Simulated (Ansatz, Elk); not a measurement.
**How far do independent atoms describe NaBe6Ni?**

Structure refinements treat a crystal as free atoms side by side. For a made-up structure of NaBe6Ni (cell and positions from a PBE relaxation) the runs below show what the calculated density changes in F(hkl).

Main program and level: Elk 11.2.3 (patched build); DFT, PBE, all-electron APW+lo, Dirac cores, scalar-relativistic bands, static density, no spin.

The structure was built from a prototype and need not be the compound's stable phase.

## (1) Starting point

Symmetry: Amm2, No. 38, orthorhombic system. Conventional cell: a = 3.769 Å, b = 5.455 Å, c = 7.762 Å, α = 90.00°, β = 90.00°, γ = 90.00°. Ni has 8 Be at 2.24 to 2.46 Å nearest. Nearest to Na lie 10 Be at 2.38 to 2.51 Å. Nearest to Be lie 8 Be at 2.25 to 2.49 Å. Be has 2 Ni at 2.24 Å and 7 Be at 2.28 to 2.49 Å and 2 Na at 2.38 to 2.39 Å nearest. Be has 6 Be at 2.08 to 2.47 Å and 2 Na at 2.51 Å nearest. Nearest to Be lie 6 Be at 2.08 to 2.47 Å and 2 Ni at 2.29 to 2.46 Å and 2 Na at 2.47 Å. Farther neighbours are not listed.

## (2) Ground state and structure factors

An all-electron density is needed, since X-rays see the cores too. Task 0 finds the density and task 195 Fourier-transforms it; tshift is off so that phases refer to the origin typed.

elk.in

```
tasks
  0
  195

xctype
  20

spinpol
  .false.

rgkmax
  7.0

gmaxvr
  14.0

lmaxo
  7

lmaxapw
  8

swidth
  0.002

tshift
  .false.

ramdisk
  .false.

hmaxvr
  5.5

maxscl
  120

epspot
  1e-06

sppath
  './'

avec
  7.12318225502 0.00000000000 0.00000000000
  0.00000000000 5.15392512038 7.33388683967
  0.00000000000 -5.15392512038 7.33388683967

atoms
  3
  'Ni.in'
  1
  -0.0000000000 0.9006642804 0.9006642804   0.000000 0.000000 0.000000
  'Na.in'
  1
  0.5000000000 0.5798178865 0.5798178865   0.000000 0.000000 0.000000
  'Be.in'
  6
  0.5000000000 0.1340530702 0.1340530702   0.000000 0.000000 0.000000
  0.5000000000 0.6401791177 0.0581584613   0.000000 0.000000 0.000000
  0.5000000000 0.0581584613 0.6401791177   0.000000 0.000000 0.000000
  -0.0000000000 0.3654598650 0.3654598650   0.000000 0.000000 0.000000
  0.0000000000 0.9236591971 0.3741081218   0.000000 0.000000 0.000000
  0.0000000000 0.3741081218 0.9236591971   0.000000 0.000000 0.000000

ngridk
  6 5 5
```

On the command line:

```bash
$ OMP_NUM_THREADS=4 elk
```

Numbers of over 12 decimals in the logs are rounded to 6 here.

The program printed:

```text
┌─────────────────────────┐
│ Elk code version 11.2.3 │
└─────────────────────────┘

All units are atomic (Hartree, Bohr, etc.)

┌─────────────────────────────────────────────────┐
│ Ground-state run starting from atomic densities │
└─────────────────────────────────────────────────┘

Lattice vectors :
   7.123182255       0.000000000       0.000000000
   0.000000000       5.153925120       7.333886840
   0.000000000      -5.153925120       7.333886840

Reciprocal lattice vectors :
  0.8820756064       0.000000000      -0.000000000
  -0.000000000      0.6095534142      0.4283666659
   0.000000000     -0.6095534142      0.4283666659

Unit cell volume      :    538.4884111
Brillouin zone volume :   0.4606416931

Muffin-tin inner radius fraction :   0.1000000000E-01

Nuclei treated as point charges

Species : 1 (Ni)
 parameters loaded from : Ni.in
 name : nickel
 nuclear charge    :   -28.00000000
 electronic charge :    28.00000000
 atomic mass :    106991.5231
 muffin-tin radius :    2.388792369
 number of radial points in muffin-tin :    993
 inner part over the whole radius :   0.9958015921E-02
 number on inner part of muffin-tin    :    701
 approximate nuclear radius :   0.7325707712E-04
 number of mesh points to nuclear radius :    335
 atomic positions (lattice), magnetic fields (Cartesian) :
  1 :   0.00000000  0.90066428  0.90066428    0.00000000  0.00000000  0.00000000

Species : 2 (Na)
 parameters loaded from : Na.in
 name : sodium
 nuclear charge    :   -11.00000000
 electronic charge :    11.00000000
 atomic mass :    41907.78703
 muffin-tin radius :    2.200000000
 number of radial points in muffin-tin :    793
 inner part over the whole radius :   0.9883648912E-02
 number on inner part of muffin-tin    :    551
 approximate nuclear radius :   0.5574345702E-04
 number of mesh points to nuclear radius :    238
 atomic positions (lattice), magnetic fields (Cartesian) :
  1 :   0.50000000  0.57981789  0.57981789    0.00000000  0.00000000  0.00000000

Species : 3 (Be)
 parameters loaded from : Be.in
 name : beryllium
 nuclear charge    :   -4.000000000
 electronic charge :    4.000000000
 atomic mass :    16428.20280
 muffin-tin radius :    1.791594277
 number of radial points in muffin-tin :    593
 inner part over the whole radius :   0.9841200501E-02
 number on inner part of muffin-tin    :    403
 approximate nuclear radius :   0.4290726161E-04
 number of mesh points to nuclear radius :    156
 atomic positions (lattice), magnetic fields (Cartesian) :
  1 :   0.50000000  0.13405307  0.13405307    0.00000000  0.00000000  0.00000000
  2 :   0.50000000  0.64017912  0.05815846    0.00000000  0.00000000  0.00000000
  3 :   0.50000000  0.05815846  0.64017912    0.00000000  0.00000000  0.00000000
  4 :   0.00000000  0.36545987  0.36545987    0.00000000  0.00000000  0.00000000
  5 :   0.00000000  0.92365920  0.37410812    0.00000000  0.00000000  0.00000000
  6 :   0.00000000  0.37410812  0.92365920    0.00000000  0.00000000  0.00000000

Total number of atoms per unit cell :    8
Total muffin-tin volume :    246.2309072
 ratio of muffin-tin to unit cell volume :   0.4572631502

Spin treatment :
 spin-unpolarised

Number of Bravais lattice symmetries :    8
Number of crystal symmetries         :    4
Crystal has no inversion symmetry
Complex Hermitian eigensolver will be used

k-point grid :      6     5     5
k-point offset :    0.000000000       0.000000000       0.000000000
k-point set is reduced with full crystal symmetry group
Total number of k-points :       60

Muffin-tin radius times maximum |G+k| :    7.000000000
 using average radius
Maximum |G+k| for APW functions       :    3.650977497
Maximum (1/2)|G+k|²                   :    6.664818341
Maximum |G| for potential and density :    14.00000000
Constant for pseudocharge density :    8
 order of it for each species :   15  15  15
 order of it for pair densities of each species (exact exchange by exxq0 0: 16) :   15  13   8
Radial integration step length :    1

[...]
electron entropic           :    -0.65054595207623E-03
 total energy                :     -1766.0577125130

Density of states at Fermi energy :    50.29275500
 (states/Hartree/unit cell)

Estimated indirect band gap :   0.2265531285E-02
 from k-point 56 to k-point 46
Estimated direct band gap   :   0.1482116471E-01
 at k-point 46

Charges :
 core                        :    26.00000000
 valence                     :    37.00000000
 interstitial                :    8.352055651
 muffin-tins (core leakage)
  species : 1 (Ni)
[...]
species : 2 (Na)
[...]
species : 3 (Be)
[...]
total in muffin-tins        :    54.64794435
 total calculated charge     :    62.99238712
 total charge                :    63.00000000
 error                       :   0.7612883274E-02

RMS change in Kohn-Sham potential (target) :    7.401898791     (  0.1000000000E-05)
Absolute change in total energy (target)   :    6.234176207     (  0.1000000000E-03)

[... loops 3 to 16 left out ...]

┌──────────────────┐
│ Loop number : 17 │
└──────────────────┘

Energies :
 Fermi                       :     0.211443
 sum of occupied eigenvalues :     -998.86638027798
 electron kinetic            :      1795.5619908061
 core electron kinetic       :      1580.0684158433
 Coulomb                     :     -3471.9658762797
 Coulomb potential           :     -2670.9506294019
 nuclear-nuclear             :     -254.85741237182
 electron-nuclear            :     -3769.4839389214
 Hartree                     :      552.37547501351
 Madelung                    :     -2136.4905615787
 xc potential                :     -123.47774168219
 exchange                    :     -92.845780296203
 correlation                 :     -2.543515
 electron entropic           :    -0.69303182115612E-03
 total energy                :     -1771.7938738874

Density of states at Fermi energy :    51.91750422
 (states/Hartree/unit cell)

Estimated indirect band gap :   0.9413346563E-03
 from k-point 26 to k-point 41
Estimated direct band gap   :   0.1628884186E-01
 at k-point 30

Charges :
 core                        :    26.00000000
 valence                     :    37.00000000
 interstitial                :    8.569081702
 muffin-tins (core leakage)
  species : 1 (Ni)
[...]
species : 2 (Na)
[...]
species : 3 (Be)
[...]
total in muffin-tins        :    54.43091830
 total calculated charge     :    62.99252493
 total charge                :    63.00000000
 error                       :   0.7475065937E-02

RMS change in Kohn-Sham potential (target) :   0.7539306560E-06 (  0.1000000000E-05)
Absolute change in total energy (target)   :   0.8087793049E-06 (  0.1000000000E-03)

Convergence targets achieved

┌──────────────────┐
│ Loop number : 18 │
└──────────────────┘

Energies :
 Fermi                       :     0.211443
 sum of occupied eigenvalues :     -998.86637533034
 electron kinetic            :      1795.5619707952
 core electron kinetic       :      1580.0684184619
 Coulomb                     :     -3471.9658534776
 Coulomb potential           :     -2670.9506554366
 nuclear-nuclear             :     -254.85741237182
 electron-nuclear            :     -3769.4838672678
 Hartree                     :      552.37542616201
 Madelung                    :     -2136.4905257593
 xc potential                :     -123.47769068898
 exchange                    :     -92.845777960677
 correlation                 :     -2.543515
 electron entropic           :    -0.69303193148095E-03
 total energy                :     -1771.7938687391

Density of states at Fermi energy :    51.91750989
 (states/Hartree/unit cell)

Estimated indirect band gap :   0.9413334001E-03
 from k-point 26 to k-point 41
Estimated direct band gap   :   0.1628885328E-01
 at k-point 30

Charges :
 core                        :    26.00000000
 valence                     :    37.00000000
 interstitial                :    8.569082794
 muffin-tins (core leakage)
  species : 1 (Ni)
[...]
species : 2 (Na)
[...]
species : 3 (Be)
[...]
atom 4                    :    2.750742353     (  0.1184117568E-02)
   atom 5                    :    2.781703426     (  0.1194324541E-02)
   atom 6                    :    2.781703426     (  0.1194324541E-02)
 total in muffin-tins        :    54.43091721
 total calculated charge     :    62.99252493
 total charge                :    63.00000000
 error                       :   0.7475065978E-02

┌──────────────────────────────┐
│ Self-consistent loop stopped │
└──────────────────────────────┘

Warning : core states of species 1 leak from the muffin-tin :   0.2977453468E-03

Warning : core states of species 3 leak from the muffin-tin :   0.1195153738E-02

Wrote STATE.OUT
```

It took 79 s on 4 threads of Intel Xeon at 2.80GHz (Skylake/Cascade Lake), shared host; peak memory 0.18 GiB; 4.6 min of CPU time.

SFACRHO.OUT:

```text

h k l indices transformed by vhmat matrix:
   1.000000000       0.000000000       0.000000000    
   0.000000000       1.000000000       0.000000000    
   0.000000000       0.000000000       1.000000000    

      h      k      l  multipl.   |H|            Re(F)            Im(F)           |F|

      0      0      0      1   0.0000000       62.999999      0.22110527E-16   62.999999    
      0      1      0      2  0.74501904       13.938447      -15.522328       20.861998    
      0      0     -1      2  0.74501904       13.938447       15.522328       20.861998    
      0     -1     -1      1  0.85673333       8.6156566       15.758993       17.960384    
      0      1      1      1  0.85673333       8.6156566      -15.758993       17.960384    
     -1      0      0      2  0.88207561       15.627448     -0.19234222E-14   15.627448    
      1      0     -1      4   1.1546041       22.970661       7.8150591       24.263685    
     -1      1      0      4   1.1546041       22.970661      -7.8150591       24.263685    
      0      1     -1      2   1.2191068       27.612799     -0.33862158E-14   27.612799    
      1      1      1      2   1.2296542       2.7902996      -24.660998       24.818352    
      1     -1     -1      2   1.2296542       2.7902996       24.660998       24.818352    
      0     -2     -1      2   1.4223352      -8.6428913       26.536221       27.908253    
      0      1      2      2   1.4223352      -8.6428913      -26.536221       27.908253    
      0      2      0      2   1.4900381       12.752600      -13.770251       18.768287    
      0     -2      0      2   1.4900381       12.752600       13.770251       18.768287    
     -1      1     -1      4   1.5047521       12.910158     -0.23353212E-14   12.910158    
      1      2      1      4   1.6736471      -2.1531034      -11.266610       11.470500    
      1     -2     -1      4   1.6736471      -2.1531034       11.266610       11.470500
```

Elk indexes on the primitive cell of elk.in and gives |H| = 4π sin θ/λ in inverse bohr. Below, one row stands for each form hkl of the conventional cell (m members, Friedel mates merged), F is for one primitive cell and the density is static (no thermal factor). Free-atom factors are Waasmaier and Kirfel's, and R is Σm||F|−|F'||/Σm|F|.

```csv
hkl,m,sin θ/λ (Å⁻¹),"abs F, DFT",neutral atoms,diff.,abs of complex diff.
011,4,0.112,20.862,20.673,+0.189,0.335
002,2,0.129,17.960,17.948,+0.013,0.348
100,2,0.133,15.627,15.347,+0.280,0.280
111,8,0.174,24.264,24.418,-0.154,0.161
020,2,0.183,27.613,27.746,-0.133,0.133
102,4,0.185,24.818,24.940,-0.122,0.172
013,4,0.214,27.908,27.959,-0.050,0.165
022,4,0.224,18.768,18.784,-0.016,0.016
120,4,0.226,12.910,12.940,-0.030,0.030
113,8,0.252,11.470,11.606,-0.135,0.137
004,2,0.258,28.829,29.062,-0.233,0.253
122,8,0.260,34.890,35.165,-0.276,0.279
200,2,0.265,37.604,37.943,-0.338,0.338
031,4,0.282,13.346,13.413,-0.067,0.136
```

## (3) The highest occupied states alone

An energy window below the Fermi level keeps the highest occupied states, to see at which angles they scatter; shallow core shells can lie inside it and anion s states outside. No new self-consistency is needed.

Edit elk.in of step 2 so:

```diff
@@ -1,3 +1,2 @@
 tasks
-  0
   195
@@ -40,2 +39,5 @@
 
+wsfac
+  -0.156050 0.511440
+
 sppath
```

On the command line:

```bash
$ OMP_NUM_THREADS=4 elk
```

The program printed:

```text
┌─────────────────────────────────┐
│ Elk code version 11.2.3 started │
└─────────────────────────────────┘

Info(readinput): the functional depends on the density's gradient
 muffin-tin radial points multiplied by    2.00000
 (not where nrmtscf is given)

┌────────────────────┐
│ Current task : 195 │
└────────────────────┘
Info(checkmt): changed muffin-tin radius of species 1 (Ni) from   2.4000 to   2.3888
Info(checkmt): changed muffin-tin radius of species 3 (Be) from   1.8000 to   1.7916

Info(sfacrho): density structure factors written to SFACRHO.OUT

 Energy window :  -0.1560500000      0.5114400000

┌──────────────────┐
│ Elk code stopped │
└──────────────────┘
```

Run time: 7.9 s. Hardware: 4 threads; peak memory 0.17 GiB.

States within 10 eV below the Fermi level hold 23.00 electrons; any levels below the window count with the cores. Their amplitudes can exceed the total, where window and core parts have opposite phase:

```csv
hkl,sin θ/λ (Å⁻¹),"abs F, window","abs F, all"
011,0.112,7.843,20.862
002,0.129,7.229,17.960
100,0.133,7.550,15.627
111,0.174,5.701,24.264
020,0.183,5.590,27.613
102,0.185,5.579,24.818
013,0.214,5.412,27.908
022,0.224,5.279,18.768
120,0.226,5.135,12.910
113,0.252,4.541,11.470
```

## (4) Another functional

The difference from free atoms is small, so it is set against the change that LDA (Perdew-Wang) makes.

Edit elk.in of step 3 so:

```diff
@@ -1,2 +1,3 @@
 tasks
+  0
   195
@@ -4,3 +5,3 @@
 xctype
-  20
+  3
 
@@ -39,5 +40,2 @@
 
-wsfac
-  -0.156050 0.511440
-
 sppath
```

On the command line:

```bash
$ OMP_NUM_THREADS=4 elk
```

The program printed:

```text
┌─────────────────────────┐
│ Elk code version 11.2.3 │
└─────────────────────────┘

All units are atomic (Hartree, Bohr, etc.)

┌─────────────────────────────────────────────────┐
│ Ground-state run starting from atomic densities │
└─────────────────────────────────────────────────┘

Lattice vectors :
   7.123182255       0.000000000       0.000000000
   0.000000000       5.153925120       7.333886840
   0.000000000      -5.153925120       7.333886840

Reciprocal lattice vectors :
  0.8820756064       0.000000000      -0.000000000
[...]
species : 3 (Be)
[...]
atom 5                    :    2.785704905     (  0.1299675303E-02)
   atom 6                    :    2.785704905     (  0.1299675303E-02)
 total in muffin-tins        :    54.49814500
 total calculated charge     :    62.99188411
 total charge                :    63.00000000
 error                       :   0.8115894697E-02

┌──────────────────────────────┐
│ Self-consistent loop stopped │
└──────────────────────────────┘

Warning : core states of species 1 leak from the muffin-tin :   0.3101849486E-03

Warning : core states of species 3 leak from the muffin-tin :   0.1300296261E-02

Wrote STATE.OUT
[key lines of the parts left out:]
total energy                :     -1767.6428218268
```

Wall time 61 s (4 threads); peak memory 0.17 GiB; 3.7 min of CPU time.

Against the first run R = 0.12 %; the largest change is -0.076 at 400.

## (5) Basis size

A smaller basis shows how fast F responds to it; the change is likely larger than the basis error of the first run, but doesn't show convergence.

Edit elk.in of step 4 so:

```diff
@@ -5,3 +5,3 @@
 xctype
-  3
+  20
 
@@ -11,3 +11,3 @@
 rgkmax
-  7.0
+  5.5
```

On the command line:

```bash
$ OMP_NUM_THREADS=4 elk
```

The program printed:

```text
┌─────────────────────────┐
│ Elk code version 11.2.3 │
└─────────────────────────┘

All units are atomic (Hartree, Bohr, etc.)

┌─────────────────────────────────────────────────┐
│ Ground-state run starting from atomic densities │
└─────────────────────────────────────────────────┘

Lattice vectors :
   7.123182255       0.000000000       0.000000000
   0.000000000       5.153925120       7.333886840
   0.000000000      -5.153925120       7.333886840

Reciprocal lattice vectors :
  0.8820756064       0.000000000      -0.000000000
[...]
species : 3 (Be)
[...]
atom 5                    :    2.778887649     (  0.1193455076E-02)
   atom 6                    :    2.778887649     (  0.1193455076E-02)
 total in muffin-tins        :    54.40154207
 total calculated charge     :    62.99250682
 total charge                :    63.00000000
 error                       :   0.7493178315E-02

┌──────────────────────────────┐
│ Self-consistent loop stopped │
└──────────────────────────────┘

Warning : core states of species 1 leak from the muffin-tin :   0.2975482002E-03

Warning : core states of species 3 leak from the muffin-tin :   0.1194391752E-02

Wrote STATE.OUT
[key lines of the parts left out:]
total energy                :     -1771.7800942361
```

The job ended after 43 s (4 threads; peak memory 0.17 GiB; 2.3 min of CPU time).

Against the first run R = 0.02 %; the largest change is +0.010 at 006.

## (6) Settings against the effect

```csv
run,R against the first run (%),"R against neutral atoms, low angle (%)",wall time
"PBE, rgkmax 7",0.00,0.69,79 s
LDA (Perdew-Wang),0.12,0.70,61 s
rgkmax 5.5,0.02,0.70,43 s
```

## (7) Outcome

```
R against neutral atoms, sin θ/λ < 0.3 Å⁻¹ : 0.69 %
R against neutral atoms, 0.3 to 0.69 Å⁻¹   : 0.26 %
```

In words: Independent neutral atoms miss the calculated amplitudes by R = 0.69 % below 0.3 Å⁻¹ and 0.26 % from there to 0.69 Å⁻¹; by shells, 0.89 % below 0.15 Å⁻¹ (3 forms), 0.66 % 0.15 to 0.3 (14 forms), 0.29 % 0.3 to 0.45 (30 forms), 0.24 % above 0.45 (102 forms). Bonding, aspherical density and the tables' own atoms all enter these figures, and the runs don't part them. The largest change of an amplitude is -0.34 electrons, at 200. R counts amplitudes alone; phases shift too. The window's part falls from 23.0 electrons at the origin to at most 2.06 between 0.45 and 0.69 Å⁻¹, where compact states inside the window still scatter. Below 0.3 Å⁻¹ the changes that finished (LDA (Perdew-Wang) and rgkmax 5.5) move F by R = 0.05 % at most, against the 0.69 % that separates it from free atoms. The k-mesh has no finished test. These runs have no spin, though d or f shells may be open. Part of the difference isn't bonding: the tables are fits to free atoms and ions calculated by other methods than this functional. Thermal motion, anomalous dispersion and extinction are left out.

[Logs are printed without paths, hosts, clocks, repeated set-up lines and the standing remarks that a program may print on its own settings, such as how far it seeks lower states.]

[Hosts, paths, dates, database ids (printed as entryN), source tags and the programs' standing remarks are cut or masked in the printed files.]
